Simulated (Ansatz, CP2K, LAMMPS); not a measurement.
# Running amorphous Zn24Cd12Se15S21 (72 atoms) with CP2K, part 2 of 2

How do the settings of CP2K change the result for amorphous Zn24Cd12Se15S21 (72 atoms)? A plane-wave run serves as the yardstick.

Program: CP2K 2026.2; the method stands at each step. Banners, paths, timers and routine set-up lines are dropped from the logs unmarked, and long logs keep their key lines alone; longer cuts are marked.

So far. Step 2 (PBE, DZVP-MOLOPT-SR, 800/50 Ry, diagonalisation): Forces lie 8.9 % from the reference's, at 3.3 times its CPU time (on 2 against 4 cores). Step 3 (PBE, SZV-MOLOPT-SR, 800/50 Ry, diagonalisation): Against the first run (8.9 %), the force difference from the reference is 72 %, at 0.72 times the CPU time, with 468 basis functions against 1368: the smaller basis costs accuracy.

## (4) GFN1-xTB, diagonalisation

Method: GFN1-xTB tight binding (the program's own implementation), diagonalisation.

File input.inp:

```
&GLOBAL
  PROJECT cell
  RUN_TYPE ENERGY_FORCE
  PRINT_LEVEL LOW
&END GLOBAL
&FORCE_EVAL
  METHOD QS
  STRESS_TENSOR ANALYTICAL
  &DFT
    &QS
      METHOD XTB
      &XTB
        GFN_TYPE 1
        DO_EWALD T
        CHECK_ATOMIC_CHARGES F
      &END XTB
    &END QS
    &SCF
      SCF_GUESS ATOMIC
      EPS_SCF 1.0E-06
      MAX_SCF 200
      ADDED_MOS 14
      &DIAGONALIZATION
        ALGORITHM STANDARD
      &END DIAGONALIZATION
      &SMEAR ON
        METHOD FERMI_DIRAC
        ELECTRONIC_TEMPERATURE [K] 580
      &END SMEAR
      &MIXING
        METHOD BROYDEN_MIXING
        ALPHA 0.3
        NBROYDEN 8
      &END MIXING
      &PRINT
        &RESTART OFF
        &END RESTART
      &END PRINT
    &END SCF
    &PRINT
      &MULLIKEN ON
      &END MULLIKEN
    &END PRINT
  &END DFT
  &SUBSYS
    &CELL
      A 11.87080 0.00000 0.00000
      B 0.00000 11.87080 0.00000
      C 0.00000 0.00000 11.87080
    &END CELL
    &COORD
      Zn 9.53427 1.01009 3.08107
      Zn 2.91131 2.82952 0.73528
      Zn 4.04949 1.69444 3.35338
      Zn 10.12734 0.65622 0.29748
      Zn 4.36845 0.32680 10.48002
      Zn 5.16320 10.74094 2.51720
      Zn 7.47599 9.74367 11.67268
      Zn 0.01294 1.68601 9.15429
      Zn 3.59923 10.73488 7.29639
      Zn 0.26294 3.60362 1.95892
      Zn 8.00531 4.62581 3.28797
      Zn 1.76448 11.33958 1.30353
      Zn 3.72577 9.07487 4.18018
      Zn 6.78689 9.00305 8.70866
      Zn 6.69786 11.52358 5.49131
      Zn 5.63578 4.41796 10.21755
      Zn 3.01542 2.68577 8.16925
      Zn 5.97196 3.83735 5.73502
      Zn 8.13708 0.56173 9.04982
      Zn 9.85526 10.11475 6.19739
[... 48 atom lines left out ...]
      S 3.86466 0.51092 1.05033
      S 0.40907 1.41761 0.77956
      S 1.83807 10.53296 3.53631
      S 6.53369 1.94076 6.86476
    &END COORD
  &END SUBSYS
  &PRINT
    &FORCES ON
    &END FORCES
    &STRESS_TENSOR ON
    &END STRESS_TENSOR
  &END PRINT
&END FORCE_EVAL
```

On the command line:

```console
$ OMP_NUM_THREADS=1 cp2k.psmp -i input.inp > output.txt
```

Numbers of over 12 decimals in the logs are rounded to 6 here.

The program printed:

```text
CP2K| version string:                                       CP2K version 2026.2
 CP2K| Input file name                                                 input.inp
 GLOBAL| Basis set file name                                           BASIS_SET
 GLOBAL| Potential file name                                           POTENTIAL
 GLOBAL| Run type                                                   ENERGY_FORCE
 GLOBAL| Total number of message passing processes                             1
 GLOBAL| Number of threads for this process                                    1
[... lines left out ...]
                        Smear method:                                FERMI_DIRAC
[... lines left out ...]
 Number of electrons:                                                        288
[... lines left out ...]
  Step     Update method      Time    Convergence         Total energy    Change
[... lines left out ...]
  Leaving inner SCF loop after reaching   200 steps.
  Core Hamiltonian energy:                                    -10.729728
  Repulsive potential energy:                                   0.142505
  Electronic energy:                                          834.607624
  DFTB3 3rd order energy:                                    -562.947718
  Dispersion energy:                                           -0.529038
  Correction for halogen bonding:                               0.000000
  Electronic entropic energy:                                  -0.00504938
  Fermi energy:                                                -5.737236
  Total energy:                                               260.543577
  Total energy (extrapolated to T->0):                        260.546101
 *   ___                                                                       *
 *  /   \                                                                      *
 * [ABORT]                                                                     *
 *  \___/     SCF run NOT converged. To continue the calculation regardless,   *
 *    |             please set the keyword IGNORE_CONVERGENCE_FAILURE.         *
 *  O/|                                                                        *
 * /| |                                                                        *
```

It took 19 s on 1 thread of Arm Neoverse V2, shared host; peak memory 0.21 GiB.

The run stopped without converging, so its numbers are no property of the system.

## (5) The ladder

Differences are against the plane-wave reference, forces as r.m.s. over components; share is that over the reference's r.m.s. force, slope the least-squares factor from reference forces to these. Total energies of different programs have different zeros and aren't compared.

```csv
run,"Δ force, r.m.s. (meV/Å)",share (%),slope,Δ pressure (GPa),cores,CPU time,memory (GiB)
reference,-,-,-,-,4,2.5 min,2.8
"CP2K PBE, DZVP-MOLOPT-SR, 800/50 Ry, diagonalisation",44.2,8.86,1.044,0.571,2,8.3 min,6.8
"CP2K PBE, SZV-MOLOPT-SR, 800/50 Ry, diagonalisation (coarse)",359,72.0,1.409,1.15,2,6 min,6.7
```

Rows marked coarse were listed beforehand as settings not expected to be converged; some can still land near the reference.

CPU time is summed over cores on a shared host, where runs went side by side, so it is rough. Symmetry, cutoffs, thresholds, outputs and thread counts weren't matched or tuned between programs; memory under MPI is the largest rank's times the ranks.

## (6) Summary of results

* nearest in forces: CP2K PBE, DZVP-MOLOPT-SR, 800/50 Ry, diagonalisation, 8.9 %
* its CPU time: 8.3 min

What this shows: The PBE run in local orbitals, coarse settings apart, differs by 8.9 % (CP2K PBE, DZVP-MOLOPT-SR, 800/50 Ry, diagonalisation); basis, grid and potentials can all enter. Runs with settings chosen to be coarse differ by 72 % (CP2K PBE, SZV-MOLOPT-SR, 800/50 Ry, diagonalisation), their programs' other errors included. None of the electronic-structure runs in the table takes under half the reference's CPU time of 2.5 min; they take 2.4 to 3.3 times as much. The potentials hold different valence shells: 894 electrons in the reference, 648 in CP2K with SZV-MOLOPT-SR; this bears on time and differences. The quench rate of 500 K/ps is many orders above laboratory rates, so the cell is likely richer in defects and strain than a real sample. The network of bonds at the start is that of the classical potential that made the cell, and needn't be the one that DFT or experiment would give. The electronic-structure runs sample only Γ, in a cell whose shortest periodic width is 12 Å, which is coarse for a cell with partly filled levels.

[Also dropped from logs without a mark: logging warnings of Python, and SIESTA's first energy breakdown and zero terms.]

[Logs are printed without paths, hosts, clocks, repeated set-up lines and the standing remarks that a program may print on its own settings, such as how far it seeks lower states.]

[Hosts, paths, dates, database ids (printed as entryN), source tags and the programs' standing remarks are cut or masked in the printed files.]
